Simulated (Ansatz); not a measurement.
# Dielectric function and optical constants of KBr

Wanted: where KBr starts to absorb, how strongly, and its refractive index.

Calculated with Ansatz 0.2.0; DFT, PBE, plane-wave PAW, default files, scalar-relativistic, independent-particle optical response without local fields.

This account leaves out most program logs.

## Step 1: The structure

The structure is cubic, space group Fm-3m (No. 225). Conventional cell: a = 6.600 Å, b = 6.600 Å, c = 6.600 Å, α = 90.00°, β = 90.00°, γ = 90.00°. Nearest to Br lie 6 K at 3.30 Å. Nearest to K lie 6 Br at 3.30 Å. Farther neighbours and most contacts between anions are not listed.

## Step 2: Ground state and bands

First the ground state: is it a metal or has it a gap?

This step: DFT, PBE, plane-wave PAW, default files, scalar-relativistic, ground state (Ansatz 0.2.0).

File input.yaml:

```yaml
crystal:
  lattice:
    - [0.0, 3.3, 3.3]
    - [3.3, 0.0, 3.3]
    - [3.3, 3.3, 0.0]
  atoms:
    - { symbol: Br, position: [0.5, 0.5, 0.5] }
    - { symbol: K, position: [0.0, 0.0, 0.0] }
kpoints:
  mp_grid: { grid: [6, 6, 6] }
  band_path:
    path:
      - [[0.0, 0.0, 0.0], [0.5, 0.0, 0.5], [0.5, 0.25, 0.75], [0.375, 0.375, 0.75], [0.0, 0.0, 0.0], [0.5, 0.5, 0.5], [0.625, 0.25, 0.625], [0.5, 0.25, 0.75], [0.5, 0.5, 0.5], [0.375, 0.375, 0.75]]
      - [[0.625, 0.25, 0.625], [0.5, 0.0, 0.5]]
    npoints: 7
scf:
  occupations: { method: fermi_dirac, width: 0.05 }
  n_extra_bands: 6
hamiltonian:
  xc: pbe
  pseudopotentials: { kind: paw }
output:
  forces: true
  stress: true
  populations: true
  write_bands: true
```

Command:

```bash
> ansatz run input.yaml --threads 2 --pin off --max-ram 5120MiB --backend cpu --events-out ev --progress --plain --runs-dir out
```

Elapsed: 3.7 s, on 2 threads of Intel Xeon Platinum 8375C at 2.90GHz (Ice Lake), shared host; peak memory 0.38 GiB.

Read-outs, printed or worked out from the files:

| Property | Result |
| --- | --- |
| free energy | -4324.4965 eV |
| Fermi energy | 3.342 eV |
| gap by band count | 4.435 eV |
| electrons | 16 |
| symmetry operations | 48 |
| pressure | 0.7179 GPa |
| gap on the k-mesh | 4.435 eV |
| volume | 71.87 Å³ |
| gap on the path | 4.435 eV |
| least direct gap on the path | 4.435 eV |

There is a gap, 4.44 eV on the path, so no carriers' term is needed. The cell is left with a pressure of 0.7 GPa, as it stands unrelaxed at this level.

The electronic bands at the labelled points (eV, zero at the Fermi level; v1 is the highest filled band, c1 the lowest empty one):

| point | v3 | v2 | v1 | c1 | c2 | c3 | c4 |
| --- | --- | --- | --- | --- | --- | --- | --- |
| Γ | -2.27 | -2.27 | -2.27 | 2.16 | 5.33 | 5.33 | 5.33 |
| 0.43 of the way | -2.89 | -2.40 | -2.40 | 3.34 | 4.44 | 6.42 | 6.42 |
| X | -3.09 | -2.56 | -2.56 | 3.59 | 4.93 | 7.08 | 7.23 |
| 0.43 of the way | -3.04 | -2.66 | -2.63 | 3.91 | 5.28 | 6.63 | 7.18 |
| W | -2.86 | -2.86 | -2.81 | 5.11 | 5.11 | 5.99 | 6.72 |
| 0.43 of the way | -2.93 | -2.88 | -2.69 | 4.61 | 5.70 | 5.93 | 6.81 |
| K | -2.97 | -2.91 | -2.60 | 4.32 | 5.88 | 6.19 | 6.89 |
| 0.43 of the way | -3.13 | -2.58 | -2.56 | 4.22 | 5.05 | 6.33 | 6.68 |
| Γ | -2.27 | -2.27 | -2.27 | 2.16 | 5.33 | 5.33 | 5.33 |
| 0.57 of the way | -3.07 | -2.48 | -2.48 | 3.65 | 5.29 | 6.23 | 6.23 |
| L | -3.45 | -2.61 | -2.61 | 4.32 | 5.96 | 7.46 | 7.46 |
| 0.57 of the way | -3.24 | -2.75 | -2.61 | 4.66 | 5.63 | 6.65 | 7.16 |
| U | -2.97 | -2.91 | -2.60 | 4.32 | 5.88 | 6.19 | 6.89 |
| 0.43 of the way | -2.95 | -2.90 | -2.66 | 4.49 | 5.88 | 5.91 | 6.84 |
| W | -2.86 | -2.86 | -2.81 | 5.11 | 5.11 | 5.99 | 6.72 |
| 0.43 of the way | -3.18 | -2.77 | -2.65 | 4.83 | 5.43 | 6.46 | 6.96 |
| L | -3.45 | -2.61 | -2.61 | 4.32 | 5.96 | 7.46 | 7.46 |
| 0.43 of the way | -3.33 | -2.69 | -2.61 | 4.57 | 5.72 | 6.91 | 7.33 |
| K | -2.97 | -2.91 | -2.60 | 4.32 | 5.88 | 6.19 | 6.89 |
| jump to U | -2.97 | -2.91 | -2.60 | 4.32 | 5.88 | 6.19 | 6.89 |
| 0.43 of the way | -3.05 | -2.70 | -2.58 | 3.86 | 5.27 | 6.75 | 7.20 |
| X | -3.09 | -2.56 | -2.56 | 3.59 | 4.93 | 7.08 | 7.23 |

## Step 3: Spectrum

The spectrum is a sum over vertical transitions between filled and empty bands at the fixed density, so many empty bands are needed.

This step: DFT, PBE, plane-wave PAW, default files, scalar-relativistic, independent-particle optical response without local fields (Ansatz 0.2.0).

input.yaml, the sections that differ from step 2:

```yaml
kpoints:
  mp_grid: { grid: [6, 6, 6] }
scf:
  occupations: { method: fixed }
output:
  optics:
    e_range: [0, 40]
    de: 0.05
    sigma: 0.2
    nscf_kmesh: { grid: [8, 8, 8] }
    bands: auto
# crystal, hamiltonian: as in step 2
```

Wall time 11 s (2 threads); peak memory 0.58 GiB; 21 s of CPU time.

Numbers from this step:

```
electronic dielectric constant ε∞, mean over x, y and z (by symmetry where fewer were run) : 2.823
absorption onset, first axis (α over 10⁴ cm⁻¹, or the direct gap if that lies higher)      : 4.435 eV
main peak of Im epsilon, first axis                                                        : 9.237 eV
centre of weight of the strongest loss peak in the window                                  : 24.23 eV
least direct gap on the mesh                                                               : 4.435 eV
bands summed                                                                               : 44
spectra valid up to                                                                        : 31.85 eV
program's estimate of the k-sum error in Im epsilon                                        : 0.05 %
electrons in the f-sum                                                                     : 13.41
```

Some rows of optics.tsv:

```text
# chains_run = together
# ended_by = wanted_rows_settled
# boundable_up_to_ev = 31.846581
# wanted_up_to_ev = 24.600000
# change_inside_cells = 0.0001 (estimated)
# bound_at_0(xx yy zz) = bounded bounded bounded
# bounded_ranges_ev_xx = 0.000000-29.300000
# bounded_ranges_ev_yy = 0.000000-29.300000
# bounded_ranges_ev_zz = 0.000000-29.300000
0.000000	0.000000e0	0.000000e0	0.000000e0	0.000000e0	0.000000e0	0.000000e0	2.816762e0	2.816762e0	2.816762e0	-1.178842e-18	-5.073603e-19	-8.405619e-19	0.000000e0	0.000000e0	0.000000e0	2.822946e0	2.822946e0	2.822946e0	0.000000e0	0.000000e0	0.000000e0	0.000000e0	0.000000e0	0.000000e0
1.300000	1.724028e-110	1.724028e-110	1.724028e-110	0.000000e0	6.155319e-128	7.694149e-128	2.861799e0	2.861799e0	2.861799e0	-1.218209e-18	-5.204742e-19	-8.676090e-19	2.105069e-111	2.105069e-111	2.105069e-111	2.867986e0	2.867986e0	2.867986e0	1.724028e-110	1.724028e-110	1.724028e-110	2.095995e-111	2.095995e-111	2.095995e-111
2.600000	6.005687e-40	6.005687e-40	6.005687e-40	-2.124123e-58	1.486886e-57	3.398596e-57	3.019611e0	3.019611e0	3.019611e0	-1.353199e-18	-5.620463e-19	-9.654691e-19	6.586593e-41	6.586593e-41	6.586593e-41	3.025808e0	3.025808e0	3.025808e0	6.005687e-40	6.005687e-40	6.005687e-40	6.559638e-41	6.559638e-41	6.559638e-41
3.900000	1.046754e-5	1.046754e-5	1.046754e-5	-8.823260e-24	-8.823260e-24	3.529304e-23	3.423760e0	3.423760e0	3.423760e0	-1.636342e-18	-6.168718e-19	-1.248075e-18	8.929722e-7	8.929722e-7	8.929722e-7	3.429975e0	3.429975e0	3.429975e0	1.046754e-5	1.046754e-5	1.046754e-5	8.897393e-7	8.897393e-7	8.897393e-7
5.200000	7.055927e-1	7.055927e-1	7.055927e-1	1.879284e-18	-1.734723e-18	1.734723e-18	4.122301e0	4.122301e0	4.122301e0	-1.920262e-18	-1.414020e-18	-1.561233e-18	4.033981e-2	4.033981e-2	4.033981e-2	4.128539e0	4.128539e0	4.128539e0	7.055927e-1	7.055927e-1	7.055927e-1	4.022145e-2	4.022145e-2	4.022145e-2
6.500000	2.951865e0	2.951865e0	2.951865e0	-3.469447e-18	-2.312965e-17	1.850372e-17	5.248022e0	5.248022e0	5.248022e0	2.647457e-18	-1.586904e-18	7.136751e-19	8.141898e-2	8.141898e-2	8.141898e-2	5.254291e0	5.254291e0	5.254291e0	2.951865e0	2.951865e0	2.951865e0	8.127139e-2	8.127139e-2	8.127139e-2
7.800000	2.745514e0	2.745514e0	2.745514e0	-1.156482e-18	-2.891206e-18	1.156482e-17	1.357518e0	1.357518e0	1.357518e0	-2.169802e-19	2.559331e-18	-2.149005e-18	2.926768e-1	2.926768e-1	2.926768e-1	1.363826e0	1.363826e0	1.363826e0	2.745514e0	2.745514e0	2.745514e0	2.921422e-1	2.921422e-1	2.921422e-1
9.100000	4.562371e0	4.562371e0	4.562371e0	-9.251859e-18	-2.023844e-18	-6.938894e-18	2.472252e0	2.472252e0	2.472252e0	7.209011e-18	1.608358e-18	-2.903108e-18	1.694332e-1	1.694332e-1	1.694332e-1	2.478606e0	2.478606e0	2.478606e0	4.562371e0	4.562371e0	4.562371e0	1.692355e-1	1.692355e-1	1.692355e-1
10.400000	2.235792e0	2.235792e0	2.235792e0	0.000000e0	0.000000e0	5.854692e-18	-8.281077e-1	-8.281077e-1	-8.281077e-1	3.402867e-19	-1.031581e-18	5.243838e-18	3.933118e-1	3.933118e-1	3.933118e-1	-8.216980e-1	-8.216980e-1	-8.216980e-1	2.235792e0	2.235792e0	2.235792e0	3.940448e-1	3.940448e-1	3.940448e-1
11.700000	7.911992e-1	7.911992e-1	7.911992e-1	5.782412e-19	0.000000e0	1.156482e-18	5.557358e-1	5.557358e-1	5.557358e-1	1.015113e-18	-2.019543e-19	-1.502720e-19	8.463486e-1	8.463486e-1	8.463486e-1	5.622100e-1	5.622100e-1	5.622100e-1	7.911992e-1	7.911992e-1	7.911992e-1	8.398462e-1	8.398462e-1	8.398462e-1
13.000000	5.791352e-1	5.791352e-1	5.791352e-1	8.673617e-19	-5.782412e-19	1.879284e-18	5.370508e-1	5.370508e-1	5.370508e-1	1.498040e-18	-9.696839e-19	1.741997e-18	9.283674e-1	9.283674e-1	9.283674e-1	5.435997e-1	5.435997e-1	5.435997e-1	5.791352e-1	5.791352e-1	5.791352e-1	9.179534e-1	9.179534e-1	9.179534e-1
14.300000	1.781399e0	1.781399e0	1.781399e0	0.000000e0	0.000000e0	-3.704357e-18	1.874513e0	1.874513e0	1.874513e0	-6.135228e-18	-1.020412e-18	-3.333206e-18	2.663901e-1	2.663901e-1	2.663901e-1	1.881148e0	1.881148e0	1.881148e0	1.781399e0	1.781399e0	1.781399e0	2.654011e-1	2.654011e-1	2.654011e-1
15.600000	7.835851e-1	7.835851e-1	7.835851e-1	-3.469447e-18	-1.156482e-18	4.625929e-18	3.428220e-1	3.428220e-1	3.428220e-1	2.239126e-19	6.734324e-18	-3.501538e-18	1.071155e0	1.071155e0	1.071155e0	3.495557e-1	3.495557e-1	3.495557e-1	7.835851e-1	7.835851e-1	7.835851e-1	1.064372e0	1.064372e0	1.064372e0
16.900000	2.724120e-1	2.724120e-1	2.724120e-1	2.312965e-18	5.782412e-19	-8.673617e-19	1.008724e0	1.008724e0	1.008724e0	-2.967843e-18	-7.493088e-19	2.243066e-18	2.495227e-1	2.495227e-1	2.495227e-1	1.015571e0	1.015571e0	1.015571e0	2.724120e-1	2.724120e-1	2.724120e-1	2.463946e-1	2.463946e-1	2.463946e-1
18.200000	1.007352e0	1.007352e0	1.007352e0	4.607859e-19	-7.228014e-20	2.168404e-19	1.073746e0	1.073746e0	1.073746e0	9.154129e-19	9.581007e-19	-4.609273e-19	4.647126e-1	4.647126e-1	4.647126e-1	1.080723e0	1.080723e0	1.080723e0	1.007352e0	1.007352e0	1.007352e0	4.615123e-1	4.615123e-1	4.615123e-1
19.500000	6.113453e-1	6.113453e-1	6.113453e-1	-2.240684e-18	-1.373323e-18	2.891206e-19	1.290490e0	1.290490e0	1.290490e0	-1.019390e-18	1.506494e-18	-1.048331e-18	2.998102e-1	2.998102e-1	2.998102e-1	1.297617e0	1.297617e0	1.297617e0	6.113453e-1	6.113453e-1	6.113453e-1	2.971227e-1	2.971227e-1	2.971227e-1
20.800000	2.222641e0	2.222641e0	2.222641e0	-2.312965e-18	0.000000e0	-8.095376e-18	6.735957e-1	6.735957e-1	6.735957e-1	2.834657e-18	-1.163151e-18	-1.804441e-18	4.120685e-1	4.120685e-1	4.120685e-1	6.808954e-1	6.808954e-1	6.808954e-1	2.222641e0	2.222641e0	2.222641e0	4.113145e-1	4.113145e-1	4.113145e-1
22.100000	1.746648e0	1.746648e0	1.746648e0	-2.312965e-18	8.149586e-18	1.156482e-18	3.831432e-1	3.831432e-1	3.831432e-1	-8.167942e-18	-2.040289e-18	-1.119157e-18	5.462409e-1	5.462409e-1	5.462409e-1	3.906452e-1	3.906452e-1	3.906452e-1	1.746648e0	1.746648e0	1.746648e0	5.452511e-1	5.452511e-1	5.452511e-1
23.400000	7.816654e-1	7.816654e-1	7.816654e-1	-4.047688e-18	0.000000e0	-2.312965e-18	-1.837714e-1	-1.837714e-1	-1.837714e-1	-9.015208e-18	4.030750e-18	6.767730e-19	1.212311e0	1.212311e0	1.212311e0	-1.760303e-1	-1.760303e-1	-1.760303e-1	7.816654e-1	7.816654e-1	7.816654e-1	1.217571e0	1.217571e0	1.217571e0
24.700000	1.522209e-1	1.522209e-1	1.522209e-1	0.000000e0	-1.084202e-19	2.891206e-19	2.970502e-1	2.970502e-1	2.970502e-1	6.601170e-19	-2.360277e-20	-3.401288e-20	1.366313e0	1.366313e0	1.366313e0	3.050782e-1	3.050782e-1	3.050782e-1	1.522209e-1	1.522209e-1	1.522209e-1	1.309496e0	1.309496e0	1.309496e0
26.000000	2.050225e-1	2.050225e-1	2.050225e-1	-2.023844e-18	5.782412e-19	-1.445603e-18	1.745951e-1	1.745951e-1	1.745951e-1	4.293115e-19	1.873524e-18	-9.579675e-19	2.827207e0	2.827207e0	2.827207e0	1.829758e-1	1.829758e-1	1.829758e-1	2.050225e-1	2.050225e-1	2.050225e-1	2.715013e0	2.715013e0	2.715013e0
27.300000	1.061659e-1	1.061659e-1	1.061659e-1	-5.782412e-19	7.228014e-20	-7.228014e-19	4.195722e-1	4.195722e-1	4.195722e-1	2.655479e-19	-2.306673e-19	4.947673e-20	5.667862e-1	5.667862e-1	5.667862e-1	4.284009e-1	4.284009e-1	4.284009e-1	1.061659e-1	1.061659e-1	1.061659e-1	5.450034e-1	5.450034e-1	5.450034e-1
28.600000	2.187750e-1	2.187750e-1	2.187750e-1	0.000000e0	2.891206e-19	4.336809e-19	5.832689e-1	5.832689e-1	5.832689e-1	-6.679266e-19	6.768159e-19	-3.411447e-19	5.637586e-1	5.637586e-1	5.637586e-1	5.926968e-1	5.926968e-1	5.926968e-1	2.187750e-1	2.187750e-1	2.187750e-1	5.480996e-1	5.480996e-1	5.480996e-1
```

The Im ε, any direction has structure finer than the step of the table below, so its rows give means over 1 eV, whole bins alone (the curve runs from 0 to 29.3 eV). Peaks (eV: height): 7.1: 4.82, 9.2: 4.86, 14.9: 2.03, 20.8: 2.22, 22.2: 1.80.

Im ε, any direction against photon energy; means over each step:

| photon energy (eV) | Im ε, any direction |
| --- | --- |
| 3 | 0 |
| 4 | 0.0243 |
| 5 | 0.579 |
| 6 | 1.48 |
| 7 | 4.21 |
| 8 | 2.56 |
| 9 | 3.67 |
| 10 | 3.10 |
| 11 | 1.08 |
| 12 | 0.902 |
| 13 | 0.594 |
| 14 | 0.825 |
| 15 | 1.56 |
| 16 | 0.609 |
| 17 | 0.373 |
| 18 | 0.954 |
| 19 | 0.787 |
| 20 | 1.18 |
| 21 | 1.79 |
| 22 | 1.38 |
| 23 | 0.830 |
| 24 | 0.352 |
| 25 | 0.347 |
| 26 | 0.267 |
| 27 | 0.115 |
| 28 | 0.113 |

The Re ε, any direction by photon energy:

| photon energy (eV) | Re ε, any direction |
| --- | --- |
| 0 | 2.82 |
| 1 | 2.85 |
| 2 | 2.94 |
| 3 | 3.11 |
| 4 | 3.49 |
| 5 | 4.07 |
| 6 | 4.88 |
| 7 | 3.58 |
| 8 | 1.51 |
| 9 | 2.95 |
| 10 | -0.553 |
| 11 | -0.560 |
| 12 | 0.597 |
| 13 | 0.544 |
| 14 | 2.02 |
| 15 | 0.273 |
| 16 | 0.356 |
| 17 | 1.11 |
| 18 | 1.17 |
| 19 | 0.932 |
| 20 | 1.55 |
| 21 | 0.185 |
| 22 | 0.606 |
| 23 | -0.0201 |
| 24 | -0.0619 |
| 25 | 0.525 |
| 26 | 0.183 |
| 27 | 0.390 |
| 28 | 0.539 |
| 29 | 0.525 |

Values under 1 per cm are given as 1. Table of absorption coefficient, any direction by photon energy:

| photon energy (eV) | absorption coefficient, any direction (1/cm) |
| --- | --- |
| 0.00 | 1 |
| 1.00 | 1 |
| 2.00 | 1 |
| 3.00 | 1 |
| 4.00 | 16.8 |
| 5.00 | 75852 |
| 6.00 | 1.6e5 |
| 7.00 | 7.8e5 |
| 8.00 | 6.8e5 |
| 9.00 | 9.3e5 |
| 10.00 | 1.4e6 |
| 11.00 | 1.0e6 |
| 12.00 | 6.0e5 |
| 13.00 | 4.7e5 |
| 14.00 | 2.3e5 |
| 15.00 | 1.4e6 |
| 16.00 | 7.2e5 |
| 17.00 | 2.4e5 |
| 18.00 | 7.9e5 |
| 19.00 | 7.5e5 |
| 20.00 | 9.0e5 |
| 21.00 | 2.0e6 |
| 22.00 | 1.6e6 |
| 23.00 | 1.5e6 |
| 24.00 | 1.1e6 |
| 25.00 | 5.1e5 |
| 26.00 | 5.6e5 |
| 27.00 | 2.5e5 |
| 28.00 | 1.9e5 |
| 29.00 | 4.6e5 |

Table of refractive index n and extinction k by photon energy:

| photon energy (eV) | n | k |
| --- | --- | --- |
| 0 | 1.68 | 0 |
| 1 | 1.69 | 0 |
| 2 | 1.71 | 0 |
| 3 | 1.76 | 0 |
| 4 | 1.87 | 4.1e-5 |
| 5 | 2.02 | 0.150 |
| 6 | 2.23 | 0.267 |
| 7 | 2.19 | 1.10 |
| 8 | 1.49 | 0.839 |
| 9 | 1.99 | 1.01 |
| 10 | 1.17 | 1.39 |
| 11 | 0.542 | 0.924 |
| 12 | 0.919 | 0.497 |
| 13 | 0.818 | 0.354 |
| 14 | 1.43 | 0.165 |
| 15 | 1.05 | 0.912 |
| 16 | 0.743 | 0.443 |
| 17 | 1.06 | 0.139 |
| 18 | 1.16 | 0.434 |
| 19 | 1.04 | 0.390 |
| 20 | 1.32 | 0.443 |
| 21 | 1.04 | 0.941 |
| 22 | 1.06 | 0.726 |
| 23 | 0.636 | 0.651 |
| 24 | 0.355 | 0.433 |
| 25 | 0.752 | 0.200 |
| 26 | 0.478 | 0.214 |
| 27 | 0.631 | 0.0903 |
| 28 | 0.737 | 0.0655 |
| 29 | 0.741 | 0.155 |

The loss function −Im 1/ε at q → 0, any direction has structure finer than the step of the table below, so its rows give means over 1 eV, whole bins alone (the curve runs from 0 to 29.3 eV). Peaks (eV: height): 11.3: 1.74, 16.1: 1.23, 24.3: 4.14, 25.9: 3.18.

Loss function −Im 1/ε at q → 0, any direction against energy loss; means over each step:

energy loss (eV), loss function −Im 1/ε at q → 0, any direction and a bar:
```
        3       0.00 
        4       0.00 
        5       0.03 
        6       0.05 #
        7       0.14 ##
        8       0.28 ###
        9       0.18 ##
       10       0.32 ###
       11       0.94 ##########
       12       0.80 ########
       13       0.83 #########
       14       0.18 ##
       15       0.64 #######
       16       1.04 ###########
       17       0.29 ###
       18       0.41 ####
       19       0.49 #####
       20       0.30 ###
       21       0.55 ######
       22       0.67 #######
       23       1.17 ############
       24       2.84 ##############################
       25       1.25 #############
       26       2.25 ########################
       27       0.75 ########
       28       0.37 ####
```

At chosen wavelengths:

| wavelength (nm) | n | k | R (%) | 1/α |
| --- | --- | --- | --- | --- |
| 1550 | 1.69 | 0.000 | 6.5 | over 1 mm |
| 800 | 1.70 | 0.000 | 6.7 | over 1 mm |
| 405 | 1.77 | 0.000 | 7.7 | over 1 mm |
| 365 | 1.79 | 0.000 | 8.1 | over 1 mm |
| 308 | 1.87 | 0.000 | 9.2 | 188 µm |
| 248 | 2.02 | 0.150 | 11.7 | 132 nm |
| 193 | 2.37 | 0.558 | 18.8 | 27 nm |

Rows near the edge hang on the gap, which this functional as a rule makes too small, and phonon-assisted absorption is left out.

Through 1 µm of it, D65 light comes out colourless (x = 0.314, y = 0.330; 87 % transmitted).

The f-sum over the summed bands holds 13.4 of the cell's 16 electrons outside the frozen cores, 10 of which lie in bands more than 12 eV below the Fermi level, whose transitions come at higher energies. Up to 29 eV the strength has a mean oscillator energy of 11.7 eV, well above the main peak, so higher transitions carry much of it.

## Step 4: Static response with local fields

Perturbation theory gives the static response with local fields and the functional's kernel, and it needs no empty bands.

This step: DFT, PBE, plane-wave PAW, default files, scalar-relativistic, static field response by perturbation theory with local fields (Ansatz 0.2.0).

input.yaml, the sections that differ from step 3:

```yaml
dielectric: {}
# crystal, kpoints, scf, hamiltonian: as in step 3
# output: removed
```

The job ended after 3.9 s (2 threads; peak memory 0.44 GiB; 7.4 s of CPU time).

This step gave:

```
electronic dielectric constant ε∞, mean over x, y and z (by symmetry where fewer were run) : 2.553
```

ε∞ with local fields:

```
2.55 0.00 0.00
0.00 2.55 0.00
0.00 0.00 2.55
```

Diagonal elements. Born, by row:

| atom | Z*xx (e) | Z*yy (e) | Z*zz (e) |
| --- | --- | --- | --- |
| Br1 | -1.127 | -1.127 | -1.127 |
| K2 | 1.127 | 1.127 | 1.127 |

Mean Born charges are Br -1.13 and K +1.13, against formal valences of -1 and +1. The largest lies a little above its ionic value.

## Step 5: Outcome

```yaml
gap_on_the_path: 4.44 eV
least_direct_gap_on_the_path: 4.44 eV
electronic_dielectric_constant_eps_infinity_mean_over_x_y_and_z_by_symmetry_where_fewer_were_run_independent_particles: 2.82
absorption_onset_first_axis_alpha_over_1e4_cm_minus1_or_the_direct_gap_if_that_lies_higher: 4.44 eV
main_peak_of_im_epsilon_first_axis: 9.24 eV
centre_of_weight_of_the_strongest_loss_peak_in_the_window_first_axis: 24.2 eV
electronic_dielectric_constant_eps_infinity_mean_over_x_y_and_z_by_symmetry_where_fewer_were_run_static_response_with_local_fields: 2.55
```

In words: At this level (PBE, independent particles) KBr has ε∞ = 2.82 (2.55 with local fields) and n = 1.69 at 1550 nm; absorption sets in near 4.4 eV, and Im ε peaks at 9.2 eV. The gap on the path is direct, 4.44 eV. Lines 0.2 eV wide carry a tail of absorption under the direct gap, past the threshold already at 4.38 eV. Absorption passes 10⁴ cm⁻¹ from the direct gap on, 4.44 eV, in the ultraviolet, so the visible is passed. The strongest loss structure up to 29 eV has its centre of weight at 24.2 eV; a free-electron gas of the 13.4 electrons in the f-sum would put its plasmon at 16.0 eV. The f-sum over the summed bands holds 13.4 of the cell's 16 electrons outside the frozen cores, 10 of which lie in bands more than 12 eV below the Fermi level, whose transitions come at higher energies. Up to 29 eV the strength has a mean oscillator energy of 11.7 eV, well above the main peak, so higher transitions carry much of it. Through 1 µm of it, D65 light comes out colourless (x = 0.314, y = 0.330; 87 % transmitted). With local fields and the functional's kernel the static response is 2.55 against 2.82 for independent particles (-10 %). In the base spectrum excitons and phonon-assisted transitions are missing, and so are local fields; PBE gaps are as a rule too small, which pulls the onset down and ε∞ up. In the base run ε includes the program's bounded estimate of what the bands above those summed add.

[Logs are printed without paths, hosts, clocks, repeated set-up lines and the standing remarks that a program may print on its own settings, such as how far it seeks lower states.]

[Hosts, paths, dates, database ids (printed as entryN), source tags and the programs' standing remarks are cut or masked in the printed files.]
